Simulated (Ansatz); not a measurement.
## How many bands does the GW gap of GaN (P6_3mc) need?

How do accuracy and time trade against each other in G0W0 on GaN (P6_3mc)?

Calculated with Ansatz 0.2.0; G0W0 on PBE, plane waves, PAW.

The database entry behind the starting cell differs from later determinations by our own check (about 0.3 % short, ideal inner coordinate), so it need not match the best structure at ambient conditions.

### 1. The structure

The structure is hexagonal, space group P6_3mc (No. 186). Conventional cell: a = 3.180 Å, b = 3.180 Å, c = 5.166 Å, α = 90.00°, β = 90.00°, γ = 120.00°. Nearest to Ga lie 4 N at 1.94 to 1.95 Å. Nearest to N lie 4 Ga at 1.94 to 1.95 Å. Farther neighbours and most contacts between anions are not listed.

The cell and positions come from the Crystallography Open Database and are kept as given unless a step says otherwise. The default PAW set here is soft_2. Its files were made with PBE.

### 2. 47 empty bands, screening to 60 eV

G0W0 replaces the xc potential by the self-energy, built once from these orbitals. Only a window of levels is corrected, while the sums run over the empty bands that the input names.

input.yaml reads:

```yaml
crystal:
  lattice:
    - [3.18, 0.0, 0.0]
    - [-1.59, 2.753960784, 0.0]
    - [0.0, 0.0, 5.166]
  atoms:
    - { symbol: Ga, position: [0.3333333333, 0.6666666667, 0.0] }
    - { symbol: Ga, position: [0.6666666667, 0.3333333333, 0.5] }
    - { symbol: "N", position: [0.3333333333, 0.6666666667, 0.375] }
    - { symbol: "N", position: [0.6666666667, 0.3333333333, 0.875] }
kpoints:
  mp_grid: { grid: [6, 6, 4] }
hamiltonian:
  xc: pbe
scf:
  occupations: { method: fixed }
gw:
  n_empty_bands: 47
  ecut_chi: 60
  qp_bands: [v2, c2]
  qp_kpoints: band_edges
  screening: { model: contour_deformation }
```

Launch:

```sh
$ ansatz run input.yaml --threads 3 --pin off --max-ram 92160MiB --backend cuda --events-out ev --progress --plain --runs-dir out --devices 1 --max-vram 13GiB  # rebuilt from the run's record
```

Numbers of over 12 decimals in the logs are rounded to 6 here.

The program printed:

```text
GPUs: using 1 of 1 available (devices: 1).
Engine: ansatz 0.2.0, x86_64-unknown-linux-gnu
Pseudopotentials: kind: paw
Pseudopotential: Ga, paw, valence charge 13, recommended cutoff 420 eV (normal), Ga.paw.azcp
Pseudopotential: N, paw, valence charge 5, recommended cutoff 420 eV (normal), N.paw.azcp
Functional definition: PBE
  parameter kappa = 0.804
  parameter beta = 0.066725
  exchange = pbe_x(kappa = kappa, mu = beta*pi^2/3)
  correlation = pbe_c(beta = beta)
device memory: the entry about to start is reckoned to put 0.6 GiB on a device that reports 36.6 GiB free (of which the cap on the GPU budget leaves the run 13.0 GiB)
GPU FFT provider: cuFFT
GPU libraries: cuBLAS 13.8.2, cuFFT 12.4.0, cuSOLVER 12.3.4
Crystal: 4 atoms, lattice volume = 45.242 Å³
Basis set: ecut = 420 eV, 881 PW (Γ)
Bands: 22, of which v1, the nominal top of the filled ones, is band 18 counted from 1 (17 counted from 0)
Symmetry: 12 space group operations
Space group: P63mc (ITA 186), of the structure as read, at distance tolerance 3.6e-5 Å
k-points: 21 of 144 (time reversal used)
Non-local potential: Ga, projectors of the file, l = 0: 2, l = 1: 2, l = 2: 3, l = 3: 1
Non-local potential: N, projectors of the file, l = 0: 2, l = 1: 2, l = 2: 1
PAW form: soft (Blöchl's): semilocal exchange-correlation on the pseudo side does not see the compensation charge
PAW one-centre angular grid: Ga, 590 points (default); XC on 64 Gauss nodes
PAW one-centre angular grid: N, 110 points (default); XC on 64 Gauss nodes
Initial density: superposition of atomic densities (neutral atoms: chi_scale 0, normalization atom), corrected by the library's trained network
Initial wavefunctions: pseudopotential atomic-orbital guess
GPU buffer pool allocated for 20736 grid points (all kernels)
GPU transforms: local potential and band sums: pruned to the plane-wave sphere, on 24×24×36
Functional: x = pbe(κ = 0.804, μ = 0.219515), c = pbe(β = 0.066725)
SCF iter   1: F=—  HF=-8335.790942 eV  |F-HF|=—  |Δ(HF+E_count)|=         —  Δρ=7.78e-4  dr2=1.22e-4  ethr=1.77e-3  ⟨swp⟩=4.4  Hψ=1698  notcnv=0  defer=21
preconditioner: auto → Resta (q_TF=auto, 2.626 Å⁻¹)  ε∞=5.0  [insulator: Δε(μ)=1.958 eV  Ē_g=16.645 eV  n_scr=22 (ndim 8)  ℏωp=33.1 eV  f_vac=0.008  ε∞_Penn≈5.0]
SCF iter   2: F=—  HF=-8335.791553 eV  |F-HF|=—  |Δ(HF+E_count)|=   6.11e-4  Δρ=4.01e-4  dr2=2.53e-5  ethr=3.38e-7  ⟨swp⟩=2.8  Hψ=1084  notcnv=0  defer=40
SCF iter   3: F=—  HF=-8335.791675 eV  |F-HF|=—  |Δ(HF+E_count)|=   1.22e-4  Δρ=1.83e-4  dr2=6.64e-6  ethr=7.03e-8  ⟨swp⟩=2.0  Hψ=833  notcnv=0  defer=18
SCF iter   4: F=—  HF=-8335.791701 eV  |F-HF|=—  |Δ(HF+E_count)|=   2.60e-5  Δρ=4.96e-5  dr2=8.34e-7  ethr=1.84e-8  ⟨swp⟩=2.0  Hψ=825  notcnv=0  defer=40
iter 5 did not close the SCF: its close was put off for the readings that it lacked (scf_convergence_deferred on its scf_iter line)
SCF iter   5: F=-8335.791703 eV  HF=-8335.791703 eV  |F-HF|=1.89e-7  |Δ(HF+E_count)|=   2.10e-6  Δρ=1.65e-5  dr2=9.49e-8  ethr=2.32e-9  ⟨swp⟩=2.0  Hψ=819  notcnv=0  defer=41
SCF iter   6: F=-8335.791703 eV  HF=-8335.791703 eV  |F-HF|=9.71e-10  |Δ(HF+E_count)|=   2.09e-7  Δρ=6.09e-6  dr2=1.52e-8  ethr=2.64e-10  ⟨swp⟩=3.1  Hψ=1828  notcnv=0
SCF 1 converged in 6 iterations: F = -8335.791703 eV  dr2 = 1.52e-8
  greatest PAW one-centre occupation: 0.995 electrons in one spin orbital (limit 2), on the Ga atom at site 1 (counted from 0), in its partial waves of l = 2
device memory: the entry about to start is reckoned to put 0.7 GiB on a device that reports 35.4 GiB free (of which the cap on the GPU budget leaves the run 13.0 GiB)
NSCF: frozen V_eff on 21 k-points, pencils in batches of 32, up to order 88
the band table was solved once the SCF had ended and its energy, with any forces and stress, was formed, with the checks that follow a solve (1893 applications of the Hamiltonian). They found nothing against the state; the energy, forces and stress were not computed again (output.eigenvalues in the input reference)
device memory: the entry about to start is reckoned to put 1.5 GiB on a device that reports 34.3 GiB free (of which the cap on the GPU budget leaves the run 13.0 GiB)
NSCF: frozen V_eff on 21 k-points
G₀W₀ screening: q 1/21
[... further progress lines ...]
SCF converged after 6 iterations
Free energy (F): -8335.791703 eV
Harris-Foulkes:  -8335.791703 eV  (|F-HF|=9.71e-10)
Internal energy: -8335.791703 eV  (E = F + TS)
E sigma→0 (E₀):  -8335.791703 eV
Fermi energy:    9.854318 eV
--- Per-component energies (eV) ---
  E_band       = -5.293783
  E_kinetic    = 495.432446
  E_local      = -3889.025608  (includes V_loc(G=0)·N_el)
  E_nonlocal   = 948.896444
  E_hartree    = 1791.485161
  E_xc         = -257.974201
  E_vxc        = -268.787441  (∫ρ·V_xc dr)
  E_paw        = -4240.779271  (= ΣΔE_a)
  E_vpaw       = -874.779307  (= ΣTr[D̂ρ^β])
  E_aug_tail   = 0.000054  (compensation charges beyond the density's cutoff)
  E_ewald      = -3183.826728
  E_smearing   = -0.000000  (= −TS)
  E_closure    = -0.000000  (closes the sum)
  Σ components = -8335.791703   (vs F -8335.791703, Δ=0.00e0)
--- Band table (eV; the first three rows and the last of 21) ---
  k-point 0: bands = [... 14 lower, 8.7923, 9.7945, 9.8543, 9.8543, 11.8177, 14.1555, 19.1068, 19.7821]
  k-point 1: bands = [... 14 lower, 8.9404, 8.9404, 9.6917, 9.6917, 13.0059, 14.2610, 18.7172, 19.4889]
  k-point 2: bands = [... 14 lower, 9.3096, 9.3096, 9.3096, 9.3096, 14.1440, 14.1440, 18.3986, 18.3986]
  k-point 20: bands = [... 14 lower, 5.6279, 5.6279, 8.3471, 8.3471, 16.3479, 16.3479, 17.1830, 17.1830]
--- G₀W₀: contour deformation, 6 samples at zero and on the imaginary axis and 2 off it, 144 q-points, 47 empty bands' worth ---
  eigenvalues of the whole cell's RPA ε∞ on this k-mesh (on a slab, of 1 + 4πα/V) = 6.0190, 6.0212, 6.0212; static W/v taken at q = 0 is 0.166096
  bands read: the sum over 65 bands ends inside a degenerate multiplet in 10 slots, whose members it reads at an even weight; the widest, k=0: bands 65 to 66 (counted from 1) at 1/2 each
  gw.qp_kpoints: band_edges: 15 of 21 stored k-points solved, in 1 pass; an edge of the gap read off the rows below is read off those points alone
    valence top: of the k-points left out ik 12 came nearest to being solved in a further pass, in band 18 (counted from 1, as in the quasiparticle table): it holds the edge there only if its correction is more favourable than any solved in that band by at least 0.936 eV; those differ by 0.404 eV
    conduction bottom: of the k-points left out ik 12 came nearest to being solved in a further pass, in band 19 (counted from 1, as in the quasiparticle table): it holds the edge there only if its correction is more favourable than any solved in that band by at least 2.575 eV; those differ by 0.763 eV
    ik  band        ε_KS         Σx   Σc(E_QP)       V_xc       Z   E_QP_lin       E_QP  E_QP is
     0    17      9.8543   -23.9590     3.5222   -20.3066  0.7782     9.7240     9.7243  root
     0    18      9.8543   -23.9590     3.5222   -20.3066  0.7782     9.7240     9.7243  root
     0    19     11.8177   -11.5150    -3.3952   -15.7845  0.8123    12.7012    12.6920  root
     0    20     14.1555   -10.1928    -4.0607   -15.3186  0.8149    15.2374    15.2207  root
     1    17      9.6917   -23.8218     3.5628   -20.1054  0.7776     9.5378     9.5381  root
     1    18      9.6917   -23.8218     3.5628   -20.1054  0.7776     9.5378     9.5381  root
     1    19     13.0059   -12.1625    -3.3139   -16.4894  0.8029    14.0326    14.0188  root
     1    20     14.2610   -10.1614    -4.0793   -15.3280  0.8121    15.3663    15.3483  root
     2    17      9.3096   -23.4763     3.6433   -19.6293  0.7761     9.1054     9.1059  root
     2    18      9.3096   -23.4763     3.6433   -19.6293  0.7761     9.1054     9.1059  root
     2    19     14.1440   -10.8338    -3.9300   -15.8887  0.8030    15.2889    15.2688  root
     2    20     14.1440   -10.8338    -3.9300   -15.8887  0.8030    15.2889    15.2688  root
     3    17      9.5024   -23.4955     3.5418   -19.7879  0.7775     9.3363     9.3367  root
     3    18      9.6156   -23.7129     3.5766   -19.9784  0.7773     9.4573     9.4576  root
     3    19     13.3371   -11.9740    -3.4109   -16.4394  0.8015    14.4072    14.3916  root
     3    20     15.4342   -10.4485    -4.2332   -15.9139  0.8044    16.6932    16.6664  root
     4    17      9.1346   -23.2258     3.6175   -19.3756  0.7759     8.9012     8.9020  root
     4    18      9.4010   -23.5136     3.6149   -19.7067  0.7765     9.2086     9.2091  root
     4    19     13.9094   -11.4793    -3.6451   -16.2189  0.7994    15.0223    15.0039  root
     4    20     15.5033   -10.4168    -4.2827   -15.9499  0.8005    16.7824    16.7537  root
     5    17      8.9120   -23.0672     3.7002   -19.1081  0.7745     8.6522     8.6531  root
     5    18      8.9120   -23.0672     3.7002   -19.1081  0.7745     8.6522     8.6531  root
     5    19     15.0450   -10.7174    -4.1176   -16.0277  0.7946    16.2634    16.2377  root
     5    20     15.0450   -10.7174    -4.1176   -16.0277  0.7946    16.2634    16.2377  root
[...]
18    17      6.8121   -21.4884     4.0318   -16.9436  0.7601     6.2940     6.2991  root
    18    18      7.1382   -21.7960     4.0004   -17.2612  0.7634     6.5985     6.6037  root
    18    19     14.9849    -7.4980    -3.9706   -11.8988  0.8216    15.4173    15.4150  root
    18    20     17.7281   -11.2599    -4.9623   -17.9080  0.7732    19.5073    19.4139  root
    20    17      8.3471   -22.3645     3.7919   -18.3045  0.7713     8.0778     8.0788  root
    20    18      8.3471   -22.3645     3.7919   -18.3045  0.7713     8.0778     8.0788  root
    20    19     16.3479    -9.5409    -4.4044   -14.9898  0.8088    17.4111    17.3923  root
    20    20     16.3479    -9.5409    -4.4044   -14.9898  0.8088    17.4111    17.3923  root
```

Wall time 17 s (1 × NVIDIA H100 80GB HBM3 (shared by 6 runs) with 3 threads of AMD EPYC 7R13 (Zen 3), shared host); peak memory 1 GiB.

This step gave:

```yaml
bands_summed: 65
rpa_eps_infinity_on_this_mesh_eigenvalues: 6.019, 6.021, 6.021
plane_waves_in_the_screening_matrix: 43
q_points_in_the_mesh: 144
g0w0_gap_on_the_mesh: 2.968 eV
k_of_the_valence_top: 0, 0, 0
k_of_the_conduction_bottom: 0, 0, 0
starting_gap_on_the_mesh: 1.963 eV
z_at_the_valence_top: 0.7782
z_at_the_conduction_bottom: 0.8123
least_direct_g0w0_gap_on_the_computed_points: 2.968 eV
```

The gap on the mesh goes from 1.96 eV to 2.97 eV, a correction of +1.00 eV. Between the two edge states, bare exchange in place of the xc potential would open the gap by 7.92 eV, and correlation takes back 6.92 eV.

### 3. 135 empty bands, screening to 120 eV

Another rung: the empty bands reach about as high as the screening cutoff, so the two stay in balance.

input.yaml: that of step 2 with these lines changed.

```diff
@@ -17,4 +17,4 @@
 gw:
-  n_empty_bands: 47
-  ecut_chi: 60
+  n_empty_bands: 135
+  ecut_chi: 120
   qp_bands: [v2, c2]
```

The program printed:

```text
GPUs: using 1 of 1 available (devices: 1).
[...]
GPU FFT provider: cuFFT
GPU libraries: cuBLAS 13.8.2, cuFFT 12.4.0, cuSOLVER 12.3.4
Crystal: 4 atoms, lattice volume = 45.242 Å³
Basis set: ecut = 420 eV, 881 PW (Γ)
Bands: 22, of which v1, the nominal top of the filled ones, is band 18 counted from 1 (17 counted from 0)
Symmetry: 12 space group operations
[...]
k-points: 21 of 144 (time reversal used)
[...]
GPU buffer pool allocated for 20736 grid points (all kernels)
[...]
SCF iter   1: F=—  HF=-8335.790942 eV  |F-HF|=—  |Δ(HF+E_count)|=         —  Δρ=7.78e-4  dr2=1.22e-4  ethr=1.77e-3  ⟨swp⟩=4.4  Hψ=1698  notcnv=0  defer=21
[...]
SCF iter   6: F=-8335.791703 eV  HF=-8335.791703 eV  |F-HF|=9.71e-10  |Δ(HF+E_count)|=   2.09e-7  Δρ=6.09e-6  dr2=1.52e-8  ethr=2.64e-10  ⟨swp⟩=3.1  Hψ=1828  notcnv=0
SCF 1 converged in 6 iterations: F = -8335.791703 eV  dr2 = 1.52e-8
[...]
NSCF: frozen V_eff on 21 k-points, pencils in batches of 32, up to order 88
[...]
NSCF: frozen V_eff on 21 k-points
G₀W₀ screening: q 1/21
[... further progress lines ...]
SCF converged after 6 iterations
Free energy (F): -8335.791703 eV
[...]
Internal energy: -8335.791703 eV  (E = F + TS)
E sigma→0 (E₀):  -8335.791703 eV
Fermi energy:    9.854318 eV
[...]
--- Band table (eV; the first three rows and the last of 21) ---
  k-point 0: bands = [... 14 lower, 8.7923, 9.7945, 9.8543, 9.8543, 11.8177, 14.1555, 19.1068, 19.7821]
  k-point 1: bands = [... 14 lower, 8.9404, 8.9404, 9.6917, 9.6917, 13.0059, 14.2610, 18.7172, 19.4889]
  k-point 2: bands = [... 14 lower, 9.3096, 9.3096, 9.3096, 9.3096, 14.1440, 14.1440, 18.3986, 18.3986]
  k-point 20: bands = [... 14 lower, 5.6279, 5.6279, 8.3471, 8.3471, 16.3479, 16.3479, 17.1830, 17.1830]
[...]
0    17      9.8543   -23.9590     3.1248   -20.3066  0.7728     9.3231     9.3267  root
     0    18      9.8543   -23.9590     3.1248   -20.3066  0.7728     9.3231     9.3267  root
     0    19     11.8177   -11.5150    -3.6567   -15.7845  0.8067    12.4344    12.4305  root
     0    20     14.1555   -10.1928    -4.4079   -15.3186  0.8124    14.8799    14.8734  root
     1    17      9.6917   -23.8218     3.1683   -20.1054  0.7724     9.1396     9.1436  root
     1    18      9.6917   -23.8218     3.1683   -20.1054  0.7724     9.1396     9.1436  root
     1    19     13.0059   -12.1625    -3.6507   -16.4894  0.7977    13.6873    13.6821  root
     1    20     14.2610   -10.1614    -4.4325   -15.3280  0.8093    15.0020    14.9951  root
[...]
20    17      8.3471   -22.3645     3.3995   -18.3045  0.7674     7.6798     7.6865  root
    20    18      8.3471   -22.3645     3.3995   -18.3045  0.7674     7.6798     7.6865  root
    20    19     16.3479    -9.5409    -4.7470   -14.9898  0.8071    17.0570    17.0497  root
    20    20     16.3479    -9.5409    -4.7470   -14.9898  0.8071    17.0570    17.0497  root
```

Wall time 15 s (1 × NVIDIA H100 80GB HBM3 (shared by 6 runs) with 3 threads); peak memory 1.2 GiB.

This step gave:

```yaml
bands_summed: 153
rpa_eps_infinity_on_this_mesh_eigenvalues: 5.894, 5.940, 5.940
plane_waves_in_the_screening_matrix: 135
q_points_in_the_mesh: 144
g0w0_gap_on_the_mesh: 3.104 eV
k_of_the_valence_top: 0, 0, 0
k_of_the_conduction_bottom: 0, 0, 0
starting_gap_on_the_mesh: 1.963 eV
z_at_the_valence_top: 0.7728
z_at_the_conduction_bottom: 0.8067
least_direct_g0w0_gap_on_the_computed_points: 3.104 eV
```

Against the run with 6×6×4 mesh, 47 empty bands, screening to 60 eV, the gap moves by +0.14 eV.

### 4. 290 empty bands, screening to 200 eV

input.yaml: that of step 3 with these lines changed.

```diff
@@ -17,4 +17,4 @@
 gw:
-  n_empty_bands: 135
-  ecut_chi: 120
+  n_empty_bands: 290
+  ecut_chi: 200.0
   qp_bands: [v2, c2]
```

The program printed:

```text
GPUs: using 1 of 1 available (devices: 1).
[...]
GPU FFT provider: cuFFT
GPU libraries: cuBLAS 13.8.2, cuFFT 12.4.0, cuSOLVER 12.3.4
Crystal: 4 atoms, lattice volume = 45.242 Å³
Basis set: ecut = 420 eV, 881 PW (Γ)
Bands: 22, of which v1, the nominal top of the filled ones, is band 18 counted from 1 (17 counted from 0)
Symmetry: 12 space group operations
[...]
k-points: 21 of 144 (time reversal used)
[...]
1    20     14.2610   -10.1614    -4.6569   -15.3280  0.8082    14.7737    14.7706  root
[...]
20    17      8.3471   -22.3645     3.1654   -18.3045  0.7651     7.4392     7.4524  root
    20    18      8.3471   -22.3645     3.1654   -18.3045  0.7651     7.4392     7.4524  root
    20    19     16.3479    -9.5409    -4.9352   -14.9898  0.8064    16.8651    16.8615  root
    20    20     16.3479    -9.5409    -4.9352   -14.9898  0.8064    16.8651    16.8615  root
[key lines of the parts left out:]
SCF converged after 6 iterations
Free energy (F): -8335.791703 eV
Fermi energy:    9.854318 eV
```

It took 43 s on 1 × NVIDIA H100 80GB HBM3 (shared by 6 runs) with 3 threads; peak memory 1.5 GiB; 69 s of CPU time.

This step gave:

* bands summed: 308
* RPA ε∞ on this mesh (eigenvalues): 5.869, 5.908, 5.908
* plane waves in the screening matrix: 287
* G0W0 gap on the mesh: 3.119 eV
* k of the valence top: 0, 0, 0
* k of the conduction bottom: 0, 0, 0
* starting gap on the mesh: 1.963 eV
* least direct G0W0 gap on the computed points: 3.119 eV

Against the run with 6×6×4 mesh, 135 empty bands, screening to 120 eV, the gap moves by +0.016 eV.

### 5. Changing the k mesh: 6×6×2 mesh, 135 empty bands, screening to 120 eV

Only the mesh changes. It samples the long-range screening, which converges on its own terms. Bands and cutoff differ from the step before, so it is read against an earlier run that matches them.

input.yaml: that of step 4 with these lines changed.

```diff
@@ -11,3 +11,3 @@
 kpoints:
-  mp_grid: { grid: [6, 6, 4] }
+  mp_grid: { grid: [6, 6, 2] }
 hamiltonian:
@@ -17,4 +17,4 @@
 gw:
-  n_empty_bands: 290
-  ecut_chi: 200.0
+  n_empty_bands: 135
+  ecut_chi: 120
   qp_bands: [v2, c2]
```

The program printed:

```text
GPUs: using 1 of 1 available (devices: 1).
[...]
GPU FFT provider: cuFFT
GPU libraries: cuBLAS 13.8.2, cuFFT 12.4.0, cuSOLVER 12.3.4
Crystal: 4 atoms, lattice volume = 45.242 Å³
Basis set: ecut = 420 eV, 881 PW (Γ)
Bands: 22, of which v1, the nominal top of the filled ones, is band 18 counted from 1 (17 counted from 0)
Symmetry: 12 space group operations
[...]
k-points: 14 of 72
[...]
1    20     14.1435   -10.8500    -4.2949   -15.8889  0.7949    14.8968    14.8874  root
[...]
13    17      8.3467   -22.4323     3.4769   -18.3051  0.7618     7.6883     7.6965  root
    13    18      8.3467   -22.4323     3.4769   -18.3051  0.7618     7.6883     7.6965  root
    13    19     16.3481    -9.4783    -4.8274   -14.9900  0.8001    17.0420    17.0324  root
    13    20     16.3481    -9.4783    -4.8274   -14.9900  0.8001    17.0420    17.0324  root
[key lines of the parts left out:]
SCF converged after 6 iterations
Free energy (F): -8335.791182 eV
Fermi energy:    9.852939 eV
```

Run time: 9.8 s. Hardware: 1 × NVIDIA H100 80GB HBM3 (shared by 6 runs) with 3 threads; peak memory 1.1 GiB.

This step gave:

- bands summed: 153
- RPA ε∞ on this mesh (eigenvalues): 6.319, 6.319, 6.411
- plane waves in the screening matrix: 135
- G0W0 gap on the mesh: 3.071 eV
- k of the valence top: 0, 0, 0
- k of the conduction bottom: 0, 0, 0
- starting gap on the mesh: 1.964 eV
- least direct G0W0 gap on the computed points: 3.071 eV

Against the run with 6×6×4 mesh, 135 empty bands, screening to 120 eV, the gap moves by −0.03 eV.

(Part 1 of 2 ends here.)

[Paths, hosts, dates, memory and timing lines, banners, echoed tables and standing remarks are left out of the program output.]

[Logs are printed without paths, hosts, clocks, repeated set-up lines and the standing remarks that a program may print on its own settings, such as how far it seeks lower states.]

[Runs of the session that timed out or met a known fault of the program may be left out.]

[Cells called generated may have been cut or substituted from an entry of the Crystallography Open Database or the Materials Project.]

[Hosts, paths, dates, database ids (printed as entryN), source tags and the programs' standing remarks are cut or masked in the printed files.]
